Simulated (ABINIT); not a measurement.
## TiO2 (Rutile): a self-consistent loop beyond G0W0, cycle by cycle

How far does self-consistency move the gap of TiO2 (Rutile)?

Calculated with ABINIT 10.8.3; LDA and many-body steps on it, plane waves.

**Experimental background.**

- Gap 3.28 eV: optical bandgap after anatase to rutile transformation; spectroscopic ellipsometry; film (polycrystalline sol-gel film on Si(100), annealed at high temperature below 800 °C) (“Photocatalytic Performance of Sol-Gel Prepared TiO2 Thin Films Annealed at Various Temperatures”, 2023, pmc:10419699).

- Gap 3.03 eV: experimental band gap, quoted; bulk crystal (quoted in “Polaron-induced phonon localization and stiffening in rutile TiO2”, 2016, arxiv:1612.05679).

- Gap 3.05 eV: band gap; bulk crystal (literature experimental value) (quoted in “Hydrogen related defects in titanium dioxide at the interface to palladium”, 2021, arxiv:2112.05953).

- Gap 3.09 ± 0.06 eV: optical gap from Tauc plot assuming indirect allowed transition; UV/vis diffuse reflectance, Kubelka-Munk and Tauc analysis; film (30 nm ALD shell on quartz particles, grown at 200 C, annealed in air at 500 C; rutile-rich with some anatase) on SiO2 (quartz particles) (“Defect-Mediated Crystallization of the Particulate TiO2 Photocatalyst Grown by Atomic Layer Deposition”, 2024, pmc:11726664).

**1. The starting structure**

It takes space group P4_2/mnm (No. 136, tetragonal). The conventional cell has a = 4.592 Å, b = 4.592 Å, c = 2.957 Å, α = 90.00°, β = 90.00°, γ = 90.00°. Ti has 6 O at 1.95 to 1.98 Å nearest. O has 3 Ti at 1.95 to 1.98 Å nearest. Farther neighbours and most contacts between anions are not listed.

As a file:

```cif
data_structure
_symmetry_space_group_name_H-M 'P4_2/mnm'
_symmetry_Int_Tables_number 136
_cell_length_a 4.5922
_cell_length_b 4.5922
_cell_length_c 2.9574
_cell_angle_alpha 90.000
_cell_angle_beta 90.000
_cell_angle_gamma 90.000
_cell_volume 62.37
loop_
_atom_site_label
_atom_site_type_symbol
_atom_site_symmetry_multiplicity
_atom_site_Wyckoff_symbol
_atom_site_fract_x
_atom_site_fract_y
_atom_site_fract_z
_atom_site_occupancy
Ti1 Ti 2 a 0.00000 0.00000 0.00000 1
O1 O 4 f 0.30496 0.30496 0.00000 1
```

The cell and positions come from the Crystallography Open Database and are kept as given unless a step says otherwise.

**2. Empty states on the mesh, 2×2×4 mesh, 119 bands**

This step: ABINIT 10.8.3; DFT, LDA, plane waves, norm-conserving pseudopotentials.

The sums over transitions need many empty states on a uniform mesh; this step solves for them.

run.abi

```
acell 3*1.0 Angstrom
rprim 
  4.592200000000 0.000000000000 0.000000000000
  0.000000000000 4.592200000000 0.000000000000
  0.000000000000 0.000000000000 2.957400000000
ntypat 2
znucl 22 8
natom 6
typat 1 1 2 2 2 2
xred 
  0.000000000000 0.000000000000 0.000000000000
  0.500000000000 0.500000000000 0.500000000000
  0.304960000000 0.304960000000 0.000000000000
  0.195040000000 0.804960000000 0.500000000000
  0.695040000000 0.695040000000 0.000000000000
  0.804960000000 0.195040000000 0.500000000000
pp_dirpath "pseudos"
pseudos "Ti.upf, O.upf"
ecut 38
ngkpt 2 2 4
nshiftk 1
shiftk 0 0 0
kptopt 1
chksymbreak 0
iscf -2
irdden 1
istwfk *1
nband 119
nbdbuf 10
tolwfr 1e-09
nstep 60
prtvol 0
indata_prefix "in"
outdata_prefix "out"
tmpdata_prefix "tmp"
```

Launch:

```
$ OMP_NUM_THREADS=1 mpirun -n 4 abinit run.abi > log
```

Numbers of over 12 decimals in the logs are rounded to 6 here.

The log of the run:

```text
.Version 10.8.3 of ABINIT. v10.8.2 released Aug 2026.

 Symmetries : space group P4_2/m n m (#136); Bravais tP (primitive tetrag.)
[... echo of the input left out ...]
== DATASET  1 ==================================================================
-   mpi_nproc: 4, omp_nthreads: 1 (-1 if OMP is not activated)

--- !DatasetInfo
iteration_state: {dtset: 1, }
dimensions: {natom: 6, nkpt: 9, mband: 119, nsppol: 1, nspinor: 1, nspden: 1, mpw: 4748, }
cutoff_energies: {ecut:  38.0, pawecutdg:  -1.0, }
[...]
2.23614    2.23614    2.25103    2.26148    2.31378    2.34965    2.34965    2.38730
   2.38730    2.41586    2.42454    2.48131    2.51408    2.51408    2.56161    2.56555
   2.57291    2.59419    2.66041    2.66042    2.72391    2.72679    2.73938
 prteigrs : prtvol=0 or 1, do not print more k-points.

== END DATASET(S) ==============================================================
================================================================================

 -outvars: echo values of variables after computation  --------
            nband         119
             nkpt           9
          spgroup         136
 [... the other variables as echoed above ...]

 Calculation completed.
```

The job ended after 46 s (4 MPI ranks of Arm Neoverse V1, shared host; peak memory 0.34 GiB).

Numbers from this step:

```yaml
gap: 1.836 eV
k_of_the_valence_top: 0, 0, 0
k_of_the_conduction_bottom: 0, 0, 0
least_direct_gap: 1.836 eV
k_points_computed: 9
lowest_point_of_the_top_converged_band_above_the_valence_top: 58.8732 eV
```

On this mesh the gap is 1.836 eV.

The density comes from a self-consistent run that is not shown.

**3. Screening, 2×2×4 mesh, 109 bands, screening to 106.1 eV**

The RPA dielectric matrix is built and inverted for each q.

This step: RPA screening on LDA, plane waves, norm-conserving pseudopotentials.

run.abi: that of step 2 with these lines changed.

```diff
@@ -24,10 +24,11 @@
 chksymbreak 0
-iscf -2
-irdden 1
 istwfk *1
-nband 119
-nbdbuf 10
-tolwfr 1e-09
-nstep 60
-prtvol 0
+occopt 1
+irdwfk 1
+optdriver 3
+nband 109
+ecuteps 3.9
+inclvkb 2
+awtr 1
+symchi 1
 indata_prefix "in"
```

The log of the run:

```text
.Version 10.8.3 of ABINIT. v10.8.2 released Aug 2026.

 Symmetries : space group P4_2/m n m (#136); Bravais tP (primitive tetrag.)
[... echo of the input left out ...]
== DATASET  1 ==================================================================
-   mpi_nproc: 4, omp_nthreads: 1 (-1 if OMP is not activated)

--- !DatasetInfo
iteration_state: {dtset: 1, }
dimensions: {natom: 6, nkpt: 9, mband: 109, nsppol: 1, nspinor: 1, nspden: 1, mpw: 4748, }
cutoff_energies: {ecut:  38.0, pawecutdg:  -1.0, }
electrons: {nelect:   4.80000000E+01, charge:   0.00000000E+00, occopt:   1.00000000E+00, tsmear:   1.00000000E-02, }

 SCREENING: Calculation of the susceptibility and dielectric matrices

 Based on a program developped by R.W. Godby, V. Olevano, G. Onida, and L. Reining.
 Incorporated in ABINIT by V. Olevano, G.-M. Rignanese, and M. Torrent.
.Using double precision arithmetic ; gwpc =  8

[... cell and pseudopotentials left out ...]
--------------------------------------------------------------------------------

 ==== K-mesh for the wavefunctions ====
 Number of points in the irreducible wedge :     9
[... list of points left out ...]
 Together with 16 symmetry operations and time-reversal symmetry
 yields    16 points in the full Brillouin Zone.

 ==== Q-mesh for the screening function ====
 Number of points in the irreducible wedge :     9
[... list of points left out ...]
 Together with 16 symmetry operations and time-reversal symmetry
 yields    16 points in the full Brillouin Zone.

 setmesh: FFT mesh size selected  =    32x   32x   24
          total number of points  =        24576

 vcoul_init : cutoff-mode = AUXILIARY_FUNCTION
 q-points for optical limit:   1
     1)      0.000010    0.000020    0.000030

- screening: taking advantage of time-reversal symmetry
- Maximum band index for partially occupied states nbvw = 24
- Remaining bands to be divided among processors   nbcw = 85
- Number of bands treated by each node ~21

 Number of electrons calculated from density =   48.0000; Expected =   48.0000
 average of density, n =  0.114049
 r_s =    1.2792
 omega_plasma =   32.5763 [eV]

 calculating chi0 at frequencies [eV] :
  1    0.000000E+00    0.000000E+00
  2    0.000000E+00    3.257632E+01

--------------------------------------------------------------------------------
  q-point number  1        q = ( 0.000000, 0.000000, 0.000000) [r.l.u.]
--------------------------------------------------------------------------------
[... chi0 elements left out ...]
 For q-point:  0.000010 0.000020 0.000030
  dielectric constant =   9.3577
  dielectric constant without local fields =   9.7539

  Average fulfillment of the sum rule on Im[epsilon] for q-point    1 :     55.71  [%]
[... wings left out ...]
  q-point number  2        q = ( 0.500000, 0.000000, 0.000000) [r.l.u.]
--------------------------------------------------------------------------------
[... chi0 elements left out ...]
  Average fulfillment of the sum rule on Im[epsilon] for q-point    2 :     63.75  [%]

 [... 7 further q-points ...]
```

It took 44 s on 4 MPI ranks; peak memory 1.1 GiB; 3 min of CPU time.

Numbers from this step:

```
ε∞ with local fields, on this mesh, along the program's q direction : 9.358
the same without local fields                                       : 9.754
plasma frequency                                                    : 32.58 eV
plane waves in the screening matrix                                 : 161
```

Local fields lower ε∞ by 4 %. On a Γ-centred mesh this coarse the value itself is usually too large, while a short band sum pulls it down.

**4. G0W0**

The self-energy is evaluated for the states that the input lists, and the levels follow from it, in one-shot runs by the linearised quasiparticle equation.

This step: G0W0 on LDA, plane waves, norm-conserving pseudopotentials.

run.abi: that of step 3 with these lines changed.

```diff
@@ -27,8 +27,25 @@
 irdwfk 1
-optdriver 3
+optdriver 4
 nband 109
+gwcalctyp 0
+ecutsigx 38
+symsigma 1
+nkptgw 6
+kptgw 
+  0.0000000000 0.0000000000 0.0000000000
+  0.5000000000 0.0000000000 0.0000000000
+  0.5000000000 0.5000000000 0.0000000000
+  0.0000000000 0.0000000000 0.5000000000
+  0.5000000000 0.0000000000 0.5000000000
+  0.5000000000 0.5000000000 0.5000000000
+bdgw 
+  22 26
+  23 26
+  23 26
+  23 26
+  23 26
+  23 26
 ecuteps 3.9
-inclvkb 2
-awtr 1
-symchi 1
+irdscr 1
+ppmodel 1
 indata_prefix "in"
```

The log of the run:

```text
.Version 10.8.3 of ABINIT. v10.8.2 released Aug 2026.

 Symmetries : space group P4_2/m n m (#136); Bravais tP (primitive tetrag.)
[... echo of the input left out ...]
== DATASET  1 ==================================================================
-   mpi_nproc: 4, omp_nthreads: 1 (-1 if OMP is not activated)

--- !DatasetInfo
iteration_state: {dtset: 1, }
dimensions: {natom: 6, nkpt: 9, mband: 109, nsppol: 1, nspinor: 1, nspden: 1, mpw: 4748, }
cutoff_energies: {ecut:  38.0, pawecutdg:  -1.0, }
electrons: {nelect:   4.80000000E+01, charge:   0.00000000E+00, occopt:   1.00000000E+00, tsmear:   1.00000000E-02, }

 SIGMA: Calculation of the GW corrections

 Based on a program developped by R.W. Godby, V. Olevano, G. Onida, and L. Reining.
 Incorporated in ABINIT by V. Olevano, G.-M. Rignanese, and M. Torrent.
.Using double precision arithmetic ; gwpc =  8

[... cell and pseudopotentials left out ...]
--------------------------------------------------------------------------------

 ==== K-mesh for the wavefunctions ====
 Number of points in the irreducible wedge :     9
[... list of points left out ...]
 Together with 16 symmetry operations and time-reversal symmetry
 yields    16 points in the full Brillouin Zone.

 ==== Q-mesh for screening function ====
 Number of points in the irreducible wedge :     9
[... list of points left out ...]
 Together with 16 symmetry operations and time-reversal symmetry
 yields    16 points in the full Brillouin Zone.

 vcoul_init : cutoff-mode = AUXILIARY_FUNCTION
 q-points for optical limit:   1
     1)      0.000010    0.000020    0.000030
 setmesh: FFT mesh size selected  =    50x   50x   32
          total number of points  =        80000

 Number of electrons calculated from density =   48.0000; Expected =   48.0000
 average of density, n =  0.114049
 r_s =    1.2792
 omega_plasma =   32.5763 [eV]

 === KS Band Gaps ===
  >>>> For spin  1
   Minimum direct gap =   1.8359 [eV], located at k-point      :   0.0000  0.0000  0.0000
   Fundamental gap    =   1.8359 [eV], Top of valence bands at :   0.0000  0.0000  0.0000
                                       Bottom of conduction at :   0.0000  0.0000  0.0000
 SIGMA fundamental parameters:
 PLASMON POLE MODEL  1
 number of plane-waves for SigmaX                 4679
 number of plane-waves for SigmaC and W            161
 number of plane-waves for wavefunctions          4679
 number of bands                                   109
 number of independent spin polarizations            1
 number of spinorial components                      1
 number of k-points in IBZ                           9
 number of q-points in IBZ                           9
 number of symmetry operations                      16
 number of k-points in BZ                           16
 number of q-points in BZ                           16
 number of frequencies for dSigma/dE                 9
 frequency step for dSigma/dE [eV]                0.25
 number of omega for Sigma on real axis              0
 max omega for Sigma on real axis  [eV]           0.00
 zcut for avoiding poles [eV]                     0.10

 EPSILON^-1 parameters (SCR file):
 dimension of the eps^-1 matrix on file            161
 dimension of the eps^-1 matrix used               161
 number of plane-waves for wavefunctions          4679
 number of bands                                   109
 number of q-points in IBZ                           9
 number of frequencies                               2
 number of real frequencies                          1
 number of imag frequencies                          1

 matrix elements of self-energy operator (all in [eV])

 Perturbative Calculation

--- !SelfEnergy_ee
iteration_state: {dtset: 1, }
kpoint     : [   0.000,    0.000,    0.000, ]
spin       : 1
KS_gap     :    1.836
QP_gap     :    3.369
Delta_QP_KS:    1.533
data: !SigmaeeData |
     Band     E0 <VxcDFT>   SigX SigC(E0)      Z dSigC/dE  Sig(E)    E-E0       E
       22   4.794 -20.420 -25.100   4.941   0.772  -0.296 -20.218   0.202   4.995
       23   4.794 -20.420 -25.100   4.941   0.772  -0.296 -20.218   0.202   4.995
       24   5.252 -20.176 -24.840   4.975   0.767  -0.304 -19.938   0.238   5.489
       25   7.087 -20.068 -11.930  -5.871   0.781  -0.281 -18.298   1.770   8.858
       26   7.371 -19.685 -11.899  -5.594   0.782  -0.279 -17.971   1.714   9.084

--- !SelfEnergy_ee
iteration_state: {dtset: 1, }
kpoint     : [   0.500,    0.000,    0.000, ]
spin       : 1
KS_gap     :    3.262
QP_gap     :    4.843
Delta_QP_KS:    1.580
data: !SigmaeeData |
     Band     E0 <VxcDFT>   SigX SigC(E0)      Z dSigC/dE  Sig(E)    E-E0       E
       23   4.499 -19.458 -24.378   5.095   0.768  -0.303 -19.323   0.135   4.634
[...]
--- !SelfEnergy_ee
iteration_state: {dtset: 1, }
kpoint     : [   0.500,    0.500,    0.000, ]
spin       : 1
KS_gap     :    2.957
QP_gap     :    4.589
Delta_QP_KS:    1.632
data: !SigmaeeData |
     Band     E0 <VxcDFT>   SigX SigC(E0)      Z dSigC/dE  Sig(E)    E-E0       E
[...]
--- !SelfEnergy_ee
iteration_state: {dtset: 1, }
kpoint     : [   0.000,    0.000,    0.500, ]
spin       : 1
KS_gap     :    4.407
QP_gap     :    6.036
Delta_QP_KS:    1.629
data: !SigmaeeData |
     Band     E0 <VxcDFT>   SigX SigC(E0)      Z dSigC/dE  Sig(E)    E-E0       E
[...]
--- !SelfEnergy_ee
iteration_state: {dtset: 1, }
kpoint     : [   0.500,    0.000,    0.500, ]
spin       : 1
KS_gap     :    2.909
QP_gap     :    4.483
Delta_QP_KS:    1.574
data: !SigmaeeData |
     Band     E0 <VxcDFT>   SigX SigC(E0)      Z dSigC/dE  Sig(E)    E-E0       E
[...]
--- !SelfEnergy_ee
iteration_state: {dtset: 1, }
kpoint     : [   0.500,    0.500,    0.500, ]
spin       : 1
KS_gap     :    3.249
QP_gap     :    4.757
Delta_QP_KS:    1.508
data: !SigmaeeData |
     Band     E0 <VxcDFT>   SigX SigC(E0)      Z dSigC/dE  Sig(E)    E-E0       E
[...]
24   4.570 -20.160 -25.024   5.045   0.771  -0.297 -20.021   0.139   4.709
       25   7.819 -20.256 -12.445  -5.675   0.771  -0.296 -18.608   1.648   9.467
       26   7.819 -20.256 -12.445  -5.675   0.771  -0.296 -18.608   1.648   9.467

== END DATASET(S) ==============================================================
================================================================================

 -outvars: echo values of variables after computation  --------
           etotal      0.0000000000E+00
            nband         109
             nkpt           9
          spgroup         136
 [... the other variables as echoed above ...]

 Calculation completed.
```

The job ended after 15 s (4 MPI ranks; peak memory 0.81 GiB).

Numbers from this step:

* G0W0 gap on the mesh: 3.292 eV
* starting gap on the mesh: 1.836 eV
* k of the valence top: 0, 0, 0
* k of the conduction bottom: 0.5, 0, 0.5
* Z at the valence top: 0.767
* Z at the conduction bottom: 0.781
* least direct G0W0 gap on the computed points: 3.369 eV

The gap on the mesh goes from 1.84 eV to 3.29 eV, a correction of +1.46 eV.

**5. evGW0, cycle 1**

This step: evGW0 on LDA, plane waves, norm-conserving pseudopotentials.

run.abi: that of step 4 with these lines changed.

```diff
@@ -29,6 +29,6 @@
 nband 109
-gwcalctyp 0
+gwcalctyp 10
 ecutsigx 38
 symsigma 1
-nkptgw 6
+nkptgw 9
 kptgw 
@@ -37,2 +37,5 @@
   0.5000000000 0.5000000000 0.0000000000
+  0.0000000000 0.0000000000 0.2500000000
+  0.5000000000 0.0000000000 0.2500000000
+  0.5000000000 0.5000000000 0.2500000000
   0.0000000000 0.0000000000 0.5000000000
@@ -41,8 +44,11 @@
 bdgw 
-  22 26
-  23 26
-  23 26
-  23 26
-  23 26
-  23 26
+  13 30
+  13 30
+  13 30
+  13 30
+  13 30
+  13 30
+  13 30
+  13 30
+  13 30
 ecuteps 3.9
```

The log of the run:

```text
.Version 10.8.3 of ABINIT. v10.8.2 released Aug 2026.

 Symmetries : space group P4_2/m n m (#136); Bravais tP (primitive tetrag.)
[... echo of the input left out ...]
== DATASET  1 ==================================================================
-   mpi_nproc: 4, omp_nthreads: 1 (-1 if OMP is not activated)

--- !DatasetInfo
iteration_state: {dtset: 1, }
dimensions: {natom: 6, nkpt: 9, mband: 109, nsppol: 1, nspinor: 1, nspden: 1, mpw: 4748, }
cutoff_energies: {ecut:  38.0, pawecutdg:  -1.0, }
electrons: {nelect:   4.80000000E+01, charge:   0.00000000E+00, occopt:   1.00000000E+00, tsmear:   1.00000000E-02, }

 SIGMA: Calculation of the GW corrections

 Based on a program developped by R.W. Godby, V. Olevano, G. Onida, and L. Reining.
 Incorporated in ABINIT by V. Olevano, G.-M. Rignanese, and M. Torrent.
.Using double precision arithmetic ; gwpc =  8

[... cell and pseudopotentials left out ...]
--------------------------------------------------------------------------------

 ==== K-mesh for the wavefunctions ====
 Number of points in the irreducible wedge :     9
[... list of points left out ...]
 Together with 16 symmetry operations and time-reversal symmetry
 yields    16 points in the full Brillouin Zone.

 ==== Q-mesh for screening function ====
 Number of points in the irreducible wedge :     9
[... list of points left out ...]
 Together with 16 symmetry operations and time-reversal symmetry
 yields    16 points in the full Brillouin Zone.

 vcoul_init : cutoff-mode = AUXILIARY_FUNCTION
 q-points for optical limit:   1
     1)      0.000010    0.000020    0.000030
 setmesh: FFT mesh size selected  =    50x   50x   32
          total number of points  =        80000

 Number of electrons calculated from density =   48.0000; Expected =   48.0000
[...]
spin       : 1
KS_gap     :    2.909
QP_gap     :    4.483
Delta_QP_KS:    1.574
data: !SigmaeeData |
     Band     E_DFT   <VxcDFT>   E(N-1)  <Hhartree>   SigX  SigC[E(N-1)]    Z     dSigC/dE  Sig[E(N)]  DeltaE  E(N)_pert E(N)_diago
[...]
--- !SelfEnergy_ee
iteration_state: {dtset: 1, }
kpoint     : [   0.500,    0.500,    0.500, ]
spin       : 1
KS_gap     :    3.249
QP_gap     :    4.757
Delta_QP_KS:    1.508
data: !SigmaeeData |
     Band     E_DFT   <VxcDFT>   E(N-1)  <Hhartree>   SigX  SigC[E(N-1)]    Z     dSigC/dE  Sig[E(N)]  DeltaE  E(N)_pert E(N)_diago
[...]
29     8.457   -21.511     8.457    29.969   -12.207    -6.731     0.762    -0.312   -19.550     1.961    10.418    11.031
       30     8.457   -21.511     8.457    29.969   -12.207    -6.731     0.762    -0.312   -19.550     1.961    10.418    11.031

 New Fermi energy :        2.721683E-01 Ha ,    7.406076E+00 eV

 === QP Band Gaps ===
  >>>> For spin  1
   Minimum direct gap =   3.7934 [eV], located at k-point      :   0.0000  0.0000  0.0000
   Fundamental gap    =   3.6890 [eV], Top of valence bands at :   0.0000  0.0000  0.0000
                                       Bottom of conduction at :   0.5000  0.0000  0.5000

 writing QP data on file : out_QPS

 Convergence of QP corrections
 >>>>> For spin  1 <<<<<
.  kptgw no:  1; Maximum DeltaE = (   0.117  -0.001) for band index: 16
.  kptgw no:  2; Maximum DeltaE = (   0.112   0.001) for band index: 15
.  kptgw no:  3; Maximum DeltaE = (   0.109  -0.003) for band index: 16
[...]
.  kptgw no:  8; Maximum DeltaE = (   0.135   0.000) for band index: 15
.  kptgw no:  9; Maximum DeltaE = (   0.095   0.001) for band index: 17

== END DATASET(S) ==============================================================
================================================================================

 -outvars: echo values of variables after computation  --------
           etotal      0.0000000000E+00
            nband         109
             nkpt           9
          spgroup         136
 [... the other variables as echoed above ...]

 Calculation completed.
```

Wall time 87 s (4 MPI ranks); peak memory 1.5 GiB.

This step gave:

- quasiparticle gap on the mesh: 3.689 eV
- gap of the density functional on the mesh: 1.836 eV
- k of the valence top: 0, 0, 0
- k of the conduction bottom: 0.5, 0, 0.5
- Z at the valence top: 0.767
- Z at the conduction bottom: 0.781
- least direct quasiparticle gap on the computed points: 3.793 eV

Against G0W0 in ABINIT (2×2×4 mesh, 109 bands, screening to 106.1 eV, Godby-Needs plasmon pole), the gap moves by +0.397 eV. This first cycle still uses the starting levels; it takes the full correction, at all points of the mesh, and its linearised value is 3.292 eV.

[end of part 1 of 3]

[Paths, hosts, dates, memory and timing lines, banners, echoed tables and standing remarks are left out of the program output.]

[Logs are printed without paths, hosts, clocks, repeated set-up lines and the standing remarks that a program may print on its own settings, such as how far it seeks lower states.]

[Runs of the session that timed out or met a known fault of the program may be left out.]

[Hosts, paths, dates, database ids (printed as entryN), source tags and the programs' standing remarks are cut or masked in the printed files.]

[G0W0 gaps are taken among the corrected bands and points alone; a level outside them can change the order at an edge.]

[Where Ansatz stands beside ABINIT at settings called matched, ABINIT's density can come from a denser mesh and the files from another edition; pairs whose starting gaps differed by over 0.03 eV were left out, so agreement reads better than it is.]
